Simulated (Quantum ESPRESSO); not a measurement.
# E(q) of MnPt from supercells

Wanted: E(q) of MnPt at simple fractions of a reciprocal vector.

Main program and level: Quantum ESPRESSO 7.5; LDA; plane waves with GBRV 1.5 LDA potentials, no spin-orbit coupling, flat spiral in a supercell.

## Step 1: Set-up

It takes space group P4/mmm (No. 123, tetragonal). Conventional cell: a = 2.830 Å, b = 2.830 Å, c = 3.660 Å, α = 90.00°, β = 90.00°, γ = 90.00°. Nearest to Mn lie 8 Pt at 2.71 Å and 4 Mn at 2.83 Å. Nearest to Pt lie 8 Mn at 2.71 Å and 4 Pt at 2.83 Å. Farther neighbours are not listed.

The cell comes from the Crystallography Open Database.

## Step 2: Parallel moments, one cell

Contents of pw.in:

```
&CONTROL
  calculation = 'scf'
  prefix = 'pwscf'
  outdir = './tmp'
  pseudo_dir = './pseudo'
  disk_io = 'nowf'
/
&SYSTEM
  ibrav = 0
  celldm(1) = 8
  nat = 2
  ntyp = 2
  ecutwfc = 34
  ecutrho = 238
  nbnd = 46
  occupations = 'smearing'
  smearing = 'fd'
  degauss = 0.00367493
  noncolin = .true.
  starting_magnetization(1) = 0.2333
  angle1(1) = 90
  angle2(1) = 0
  starting_magnetization(2) = 0
/
&ELECTRONS
  conv_thr = 4d-09
  electron_maxstep = 150
  mixing_beta = 0.3
/
ATOMIC_SPECIES
Mn     54.9380 mn_lda_v1.5.uspp.F.UPF
Pt    195.0840 pt_lda_v1.4.uspp.F.UPF
CELL_PARAMETERS alat
   0.6684906165864    0.0000000000000    0.0000000000000
   0.0000000000000    0.6684906165864    0.0000000000000
   0.0000000000000    0.0000000000000    0.8645497020163
ATOMIC_POSITIONS crystal
Mn      0.0000000000    0.0000000000    0.0000000000
Pt      0.5000000000    0.5000000000    0.5000000000
K_POINTS automatic
12 6 6 0 0 0
```

Launch:

```bash
$ OMP_NUM_THREADS=1 mpirun -n 4 pw.x -nk 4 -in pw.in > pw.out
```

The log of the run:

```text
Program PWSCF v.7.5 starts

     Message from routine setup:
     using ibrav=0 with symmetry is DISCOURAGED, use correct ibrav instead

     K-points division:     npool     =       4
     Subspace diagonalization in iterative solution of the eigenvalue problem:

     G-vector sticks info
     --------------------
     sticks:   dense  smooth     PW     G-vecs:    dense   smooth      PW
     Sum         545     305    101                12265     5265    1027

     Using Slab Decomposition

     bravais-lattice index     =            0
     lattice parameter (alat)  =       8.0000  a.u.
     unit-cell volume          =     197.8111 (a.u.)^3
     number of atoms/cell      =            2
     number of atomic types    =            2
     number of electrons       =        31.00
     number of Kohn-Sham states=           46
     kinetic-energy cutoff     =      34.0000  Ry
     charge density cutoff     =     238.0000  Ry
     scf convergence threshold =      4.0E-09
     mixing beta               =       0.3000
     number of iterations used =            8  plain     mixing
     Exchange-correlation=  SLA  PZ   NOGX NOGC
                           (   1   1   0   0   0   0   0)
     Noncollinear calculation without spin-orbit

     celldm(1)=   8.000000  celldm(2)=   0.000000  celldm(3)=   0.000000
     celldm(4)=   0.000000  celldm(5)=   0.000000  celldm(6)=   0.000000

     crystal axes: (cart. coord. in units of alat)
               a(1) = (   0.668491   0.000000   0.000000 )
               a(2) = (   0.000000   0.668491   0.000000 )
               a(3) = (   0.000000   0.000000   0.864550 )

     reciprocal axes: (cart. coord. in units 2 pi/alat)
               b(1) = (  1.495907  0.000000  0.000000 )
               b(2) = (  0.000000  1.495907  0.000000 )
               b(3) = (  0.000000  0.000000  1.156671 )

     PseudoPot. # 1 for Mn read from file:
     mn_lda_v1.5.uspp.F.UPF
     Pseudo is Ultrasoft + core correction, Zval = 15.0
     Generated by new atomic code, or converted to UPF format
     Using radial grid of  859 points,  6 beta functions with:
                l(1) =   0
                l(2) =   0
                l(3) =   1
                l(4) =   1
                l(5) =   2
                l(6) =   2
     Q(r) pseudized with  8 coefficients,  rinner =    0.950   0.950   0.950
                                                       0.950   0.950

     PseudoPot. # 2 for Pt read from file:
     pt_lda_v1.4.uspp.F.UPF
     Pseudo is Ultrasoft + core correction, Zval = 16.0
     Generated by new atomic code, or converted to UPF format
     Using radial grid of  985 points,  6 beta functions with:
                l(1) =   0
                l(2) =   0
                l(3) =   1
                l(4) =   1
                l(5) =   2
                l(6) =   2
     Q(r) pseudized with  8 coefficients,  rinner =    1.300   1.300   1.300
                                                       1.300   1.300

     atomic species   valence    mass     pseudopotential
     Mn               15.00    54.93800     Mn( 1.00)
     Pt               16.00   195.08400     Pt( 1.00)

      8 Sym. Ops., with inversion, found

   Cartesian axes

     site n.     atom                  positions (alat units)
         1        Mn     tau(   1) = (   0.0000000   0.0000000   0.0000000  )
         2        Pt     tau(   2) = (   0.3342453   0.3342453   0.4322749  )

     number of k points=   160  Fermi-Dirac smearing, width (Ry)=  0.0037

     Number of k-points >= 100: set verbosity='high' to print them.

     Dense  grid:    12265 G-vectors     FFT dimensions: (  27,  27,  36)

     Smooth grid:     5265 G-vectors     FFT dimensions: (  20,  20,  25)

     Check: negative core charge=   -0.000022
     Generating pointlists ...
     new r_m :   0.2642 (alat units)  2.1138 (a.u.) for type    1
     new r_m :   0.2642 (alat units)  2.1138 (a.u.) for type    2

     Initial potential from superposition of free atoms

     starting charge      29.9999, renormalised to      31.0000

     negative rho (up, down):  1.872E-01 0.000E+00

 ==============================================================================
     atom number    1 relative position :    0.0000   0.0000   0.0000
     charge :    13.829925  (integrated on a sphere of radius 0.264)
     magnetization :          3.177497    0.000000    0.000000
     magnetization/charge:    0.229755    0.000000    0.000000
     polar coord.: r, theta, phi [deg] :     3.177497   90.000000    0.000000

 ==============================================================================

 ==============================================================================
     atom number    2 relative position :    0.3342   0.3342   0.4323
     charge :    14.536048  (integrated on a sphere of radius 0.264)
     magnetization :          0.060268    0.000000    0.000000
     magnetization/charge:    0.004146    0.000000    0.000000
     polar coord.: r, theta, phi [deg] :     0.060268   90.000000    0.000000

 ==============================================================================
     Starting wfcs are   50 randomized atomic wfcs

     Self-consistent Calculation

     iteration #  1     ecut=    34.00 Ry     beta= 0.30
     Davidson diagonalization with overlap
     ethr =  1.00E-02,  avg # of iterations =  3.8

     negative rho (up, down):  1.768E-01 0.000E+00

     total energy              =    -421.63886540 Ry
     estimated scf accuracy    <       2.44231819 Ry

     total magnetization       =     2.32    -0.00    -0.00 Bohr mag/cell
     absolute magnetization    =     2.50 Bohr mag/cell

     iteration #  2     ecut=    34.00 Ry     beta= 0.30
     Davidson diagonalization with overlap
     ethr =  7.88E-03,  avg # of iterations =  2.0

     negative rho (up, down):  1.761E-01 0.000E+00

     total energy              =    -421.74119486 Ry
     estimated scf accuracy    <       1.05535035 Ry

     total magnetization       =     3.08    -0.00     0.00 Bohr mag/cell
     absolute magnetization    =     3.11 Bohr mag/cell

     iteration #  3     ecut=    34.00 Ry     beta= 0.30
     Davidson diagonalization with overlap
     ethr =  3.40E-03,  avg # of iterations =  2.1

     negative rho (up, down):  1.734E-01 0.000E+00

     total energy              =    -421.85458842 Ry
     estimated scf accuracy    <       1.44384176 Ry

     total magnetization       =     2.63    -0.00     0.00 Bohr mag/cell
     absolute magnetization    =     2.71 Bohr mag/cell

     [... further iterations left out ...]

     iteration # 11     ecut=    34.00 Ry     beta= 0.30
     Davidson diagonalization with overlap
     ethr =  5.02E-08,  avg # of iterations =  1.2

     negative rho (up, down):  1.703E-01 0.000E+00

     total energy              =    -422.00386482 Ry
     estimated scf accuracy    <       0.00000013 Ry

     total magnetization       =     4.05    -0.00     0.00 Bohr mag/cell
     absolute magnetization    =     4.11 Bohr mag/cell

     iteration # 12     ecut=    34.00 Ry     beta= 0.30
     Davidson diagonalization with overlap
     ethr =  4.28E-10,  avg # of iterations =  3.5

     negative rho (up, down):  1.703E-01 0.000E+00

     total energy              =    -422.00386492 Ry
     estimated scf accuracy    <       0.00000013 Ry

     total magnetization       =     4.06     0.00    -0.00 Bohr mag/cell
     absolute magnetization    =     4.11 Bohr mag/cell

     iteration # 13     ecut=    34.00 Ry     beta= 0.30
     Davidson diagonalization with overlap
     ethr =  4.08E-10,  avg # of iterations =  1.0

     negative rho (up, down):  1.703E-01 0.000E+00

     total energy              =    -422.00386493 Ry
     estimated scf accuracy    <       0.00000002 Ry

     total magnetization       =     4.05    -0.00     0.00 Bohr mag/cell
     absolute magnetization    =     4.11 Bohr mag/cell

     iteration # 14     ecut=    34.00 Ry     beta= 0.30
     Davidson diagonalization with overlap
     ethr =  5.06E-11,  avg # of iterations =  1.7

     negative rho (up, down):  1.703E-01 0.000E+00

 ==============================================================================
     atom number    1 relative position :    0.0000   0.0000   0.0000
     charge :    13.630498  (integrated on a sphere of radius 0.264)
     magnetization :          3.583100    0.000000    0.000000
     magnetization/charge:    0.262874    0.000000    0.000000
     polar coord.: r, theta, phi [deg] :     3.583100   90.000000    0.000000

 ==============================================================================

 ==============================================================================
     atom number    2 relative position :    0.3342   0.3342   0.4323
     charge :    13.878218  (integrated on a sphere of radius 0.264)
     magnetization :          0.364790    0.000000    0.000000
     magnetization/charge:    0.026285    0.000000    0.000000
     polar coord.: r, theta, phi [deg] :     0.364790   90.000000    0.000000

 ==============================================================================

     End of self-consistent calculation

     Number of k-points >= 100: set verbosity='high' to print the bands.

     the Fermi energy is    18.5263 ev

!    total energy              =    -422.00386494 Ry
     estimated scf accuracy    <          8.7E-10 Ry
     smearing contrib. (-TS)   =      -0.00112678 Ry
     internal energy E=F+TS    =    -422.00273817 Ry

     The total energy is F=E-TS. E is the sum of the following terms:
     one-electron contribution =    -119.46489205 Ry
     hartree contribution      =      80.79179408 Ry
     xc contribution           =     -83.09017085 Ry
     ewald contribution        =    -300.23946935 Ry

     total magnetization       =     4.05     0.00     0.00 Bohr mag/cell
     absolute magnetization    =     4.11 Bohr mag/cell

     convergence has been achieved in  14 iterations

=------------------------------------------------------------------------------=
   JOB DONE.
=------------------------------------------------------------------------------=
```

Wall time 36 s (4 MPI ranks of Arm Neoverse V1, shared host); peak memory 0.45 GiB; 2.4 min of CPU time.

Spin moment in the atom's sphere by atom:

```tsv
atom	x (μB)	y (μB)	z (μB)	size
Mn1	3.58	0.00	0.00	3.58
Pt2	0.36	0.00	0.00	0.36
```

Numbers from this step:

| Property | Result |
| --- | --- |
| smearing term TS | 0.01533 eV |
| magnetization | 4.055, 0, 0 μB |
| absolute magnetization | 4.107 μB |
| final state | ferromagnetic |

## Step 3: One turn in 2 cells along the input cell's a

Neighbouring cells are turned by 180° in the xy plane; the cell holds 4 atoms.

Contents of pw.in:

```
&CONTROL
  calculation = 'scf'
  prefix = 'pwscf'
  outdir = './tmp'
  pseudo_dir = './pseudo'
  disk_io = 'nowf'
/
&SYSTEM
  ibrav = 0
  celldm(1) = 8
  nat = 4
  ntyp = 4
  ecutwfc = 34
  ecutrho = 238
  nbnd = 82
  occupations = 'smearing'
  smearing = 'fd'
  degauss = 0.00367493
  noncolin = .true.
  starting_magnetization(1) = 0.2333
  angle1(1) = 90
  angle2(1) = 0
  starting_magnetization(2) = 0.2333
  angle1(2) = 90
  angle2(2) = 180
  starting_magnetization(3) = 0
  starting_magnetization(4) = 0
/
&ELECTRONS
  conv_thr = 8d-09
  electron_maxstep = 150
  mixing_beta = 0.3
/
ATOMIC_SPECIES
Mn1    54.9380 mn_lda_v1.5.uspp.F.UPF
Mn2    54.9380 mn_lda_v1.5.uspp.F.UPF
Pt1   195.0840 pt_lda_v1.4.uspp.F.UPF
Pt2   195.0840 pt_lda_v1.4.uspp.F.UPF
CELL_PARAMETERS alat
   1.3369812331727    0.0000000000000    0.0000000000000
   0.0000000000000    0.6684906165864    0.0000000000000
   0.0000000000000    0.0000000000000    0.8645497020163
ATOMIC_POSITIONS crystal
Mn1     0.0000000000    0.0000000000    0.0000000000
Mn2     0.5000000000    0.0000000000    0.0000000000
Pt1     0.2500000000    0.5000000000    0.5000000000
Pt2     0.7500000000    0.5000000000    0.5000000000
K_POINTS automatic
6 6 6 0 0 0
```

The log of the run:

```text
     [... lines left out ...]
Program PWSCF v.7.5 starts
     [... lines left out ...]
     number of atoms/cell      =            4
     [... lines left out ...]
     number of electrons       =        62.00
     number of Kohn-Sham states=           82
     kinetic-energy cutoff     =      34.0000  Ry
     charge density cutoff     =     238.0000  Ry
     scf convergence threshold =      8.0E-09
     [... lines left out ...]
     Noncollinear calculation without spin-orbit
     [... lines left out ...]
      4 Sym. Ops. (no inversion) found
     [... lines left out ...]
     number of k points=    72  Fermi-Dirac smearing, width (Ry)=  0.0037
     [... lines left out ...]
     iteration # 14     ecut=    34.00 Ry     beta= 0.30
     [... lines left out ...]
     atom number    1 relative position :    0.0000   0.0000   0.0000
     [... lines left out ...]
     magnetization :          3.578491    0.000000    0.000000
     [... lines left out ...]
     atom number    2 relative position :    0.6685   0.0000   0.0000
     [... lines left out ...]
     magnetization :         -3.578491   -0.000000   -0.000000
     [... lines left out ...]
     atom number    3 relative position :    0.3342   0.3342   0.4323
     [... lines left out ...]
     magnetization :          0.000003    0.000000   -0.000000
     [... lines left out ...]
     atom number    4 relative position :    1.0027   0.3342   0.4323
     [... lines left out ...]
     magnetization :          0.000003   -0.000000    0.000000
     [... lines left out ...]
     the Fermi energy is    18.5873 ev
!    total energy              =    -844.04330928 Ry
     estimated scf accuracy    <          6.2E-09 Ry
     smearing contrib. (-TS)   =      -0.00075191 Ry
     [... lines left out ...]
     total magnetization       =     0.00    -0.00     0.00 Bohr mag/cell
     absolute magnetization    =     7.65 Bohr mag/cell
     convergence has been achieved in  14 iterations
```

Elapsed: 87 s, on 4 MPI ranks; peak memory 0.67 GiB; 5.8 min of CPU time.

Spin moment in the atom's sphere by atom:

```tsv
atom	x (μB)	y (μB)	z (μB)	size
Mn1	3.58	0.00	0.00	3.58
Mn2	-3.58	0.00	0.00	3.58
Pt3	0.00	0.00	0.00	0.00
Pt4	0.00	0.00	0.00	0.00
```

Numbers from this step:

| Item | Value |
| --- | --- |
| smearing term TS | 0.01023 eV |
| magnetization | 0, 0, 0 μB |
| absolute magnetization | 7.648 μB |
| final state | antiferromagnetic |

## Step 4: One turn in 3 cells along the input cell's a

Neighbouring cells are turned by 120° in the xy plane; the cell holds 6 atoms.

Contents of pw.in:

```
&CONTROL
  calculation = 'scf'
  prefix = 'pwscf'
  outdir = './tmp'
  pseudo_dir = './pseudo'
  disk_io = 'nowf'
/
&SYSTEM
  ibrav = 0
  celldm(1) = 8
  nat = 6
  ntyp = 6
  ecutwfc = 34
  ecutrho = 238
  nbnd = 118
  occupations = 'smearing'
  smearing = 'fd'
  degauss = 0.00367493
  noncolin = .true.
  starting_magnetization(1) = 0.2333
  angle1(1) = 90
  angle2(1) = 0
  starting_magnetization(2) = 0.2333
  angle1(2) = 90
  angle2(2) = 120
  starting_magnetization(3) = 0.2333
  angle1(3) = 90
  angle2(3) = -120
  starting_magnetization(4) = 0
  starting_magnetization(5) = 0
  starting_magnetization(6) = 0
/
&ELECTRONS
  conv_thr = 1.2d-08
  electron_maxstep = 150
  mixing_beta = 0.3
/
ATOMIC_SPECIES
Mn1    54.9380 mn_lda_v1.5.uspp.F.UPF
Mn2    54.9380 mn_lda_v1.5.uspp.F.UPF
Mn3    54.9380 mn_lda_v1.5.uspp.F.UPF
Pt1   195.0840 pt_lda_v1.4.uspp.F.UPF
Pt2   195.0840 pt_lda_v1.4.uspp.F.UPF
Pt3   195.0840 pt_lda_v1.4.uspp.F.UPF
CELL_PARAMETERS alat
   2.0054718497591    0.0000000000000    0.0000000000000
   0.0000000000000    0.6684906165864    0.0000000000000
   0.0000000000000    0.0000000000000    0.8645497020163
ATOMIC_POSITIONS crystal
Mn1     0.0000000000    0.0000000000    0.0000000000
Mn2     0.3333333333    0.0000000000    0.0000000000
Mn3     0.6666666667    0.0000000000    0.0000000000
Pt1     0.1666666667    0.5000000000    0.5000000000
Pt2     0.5000000000    0.5000000000    0.5000000000
Pt3     0.8333333333    0.5000000000    0.5000000000
K_POINTS automatic
4 6 6 0 0 0
```

The log of the run:

```text
     [... lines left out ...]
Program PWSCF v.7.5 starts
     [... lines left out ...]
     number of atoms/cell      =            6
     [... lines left out ...]
     number of electrons       =        93.00
     number of Kohn-Sham states=          118
     kinetic-energy cutoff     =      34.0000  Ry
     charge density cutoff     =     238.0000  Ry
     scf convergence threshold =      1.2E-08
     [... lines left out ...]
     Noncollinear calculation without spin-orbit
     [... lines left out ...]
      2 Sym. Ops. (no inversion) found
     [... lines left out ...]
     number of k points=    84  Fermi-Dirac smearing, width (Ry)=  0.0037
     [... lines left out ...]
     iteration # 18     ecut=    34.00 Ry     beta= 0.30
     [... lines left out ...]
     atom number    1 relative position :    0.0000   0.0000   0.0000
     [... lines left out ...]
     magnetization :          3.585101   -0.000048   -0.000000
     [... lines left out ...]
     atom number    2 relative position :    0.6685   0.0000   0.0000
     [... lines left out ...]
     magnetization :         -1.792889    3.104661    0.000000
     [... lines left out ...]
     atom number    3 relative position :    1.3370   0.0000   0.0000
     [... lines left out ...]
     magnetization :         -1.792881   -3.104671   -0.000000
     [... lines left out ...]
     atom number    4 relative position :    0.3342   0.3342   0.4323
     [... lines left out ...]
     magnetization :          0.068655    0.118911   -0.000000
     [... lines left out ...]
     atom number    5 relative position :    1.0027   0.3342   0.4323
     [... lines left out ...]
     magnetization :         -0.137350   -0.000004    0.000000
     [... lines left out ...]
     atom number    6 relative position :    1.6712   0.3342   0.4323
     [... lines left out ...]
     magnetization :          0.068654   -0.118919    0.000000
     [... lines left out ...]
     the Fermi energy is    18.5786 ev
!    total energy              =   -1266.05129302 Ry
     estimated scf accuracy    <          8.3E-09 Ry
     smearing contrib. (-TS)   =      -0.00187908 Ry
     [... lines left out ...]
     total magnetization       =    -0.00    -0.00     0.00 Bohr mag/cell
     absolute magnetization    =    11.79 Bohr mag/cell
     convergence has been achieved in  18 iterations
```

Wall time 5.4 min (4 MPI ranks); peak memory 1.2 GiB.

Spin moment in the atom's sphere by atom:

```tsv
atom	x (μB)	y (μB)	z (μB)	size
Mn1	3.59	0.00	0.00	3.59
Mn2	-1.79	3.10	0.00	3.59
Mn3	-1.79	-3.10	0.00	3.59
Pt4	0.07	0.12	0.00	0.14
Pt5	-0.14	0.00	0.00	0.14
Pt6	0.07	-0.12	0.00	0.14
```

This step gave:

| Property | Result |
| --- | --- |
| smearing term TS | 0.02557 eV |
| magnetization | -0.001, 0, 0 μB |
| absolute magnetization | 11.79 μB |
| final state | non-collinear |

Valence density in the ac plane at fractional y = 0.000, with atoms of Mn within 0.2 Å of it. It is the smooth field of the valence electrons, not physical close to the nuclei.

Ten steps, logarithmic in the rise over the least value, from '0' (0 e/Å³) to '9' (16 e/Å³), each cell a mean:
```
983002699830026998300269
742001367420013674200136
211001122110011221100112
001111000011110000111100
001111000011110000111100
001111000011110000111100
001111000011110000111100
321001133210011332100113
852001478520014786200147
983002799830027998300279
```
Columns run along a (8.5 Å), rows up along c (3.7 Å). Atoms in or near the plane, at fractional coordinates: Mn at (0.00, 0.00), Mn at (0.33, 0.00), Mn at (0.67, 0.00).

[end of part 1 of 2]

[Logs and program files are shortened in this print: banners, set-up blocks, solver, clock and traceback lines can be left out without a mark of their own.]

[Logs are printed without paths, hosts, clocks, repeated set-up lines and the standing remarks that a program may print on its own settings, such as how far it seeks lower states.]

[Hosts, paths, dates, database ids (printed as entryN), source tags and the programs' standing remarks are cut or masked in the printed files.]

[Where a cell is said to come from a database of computed structures, the database is the Materials Project.]
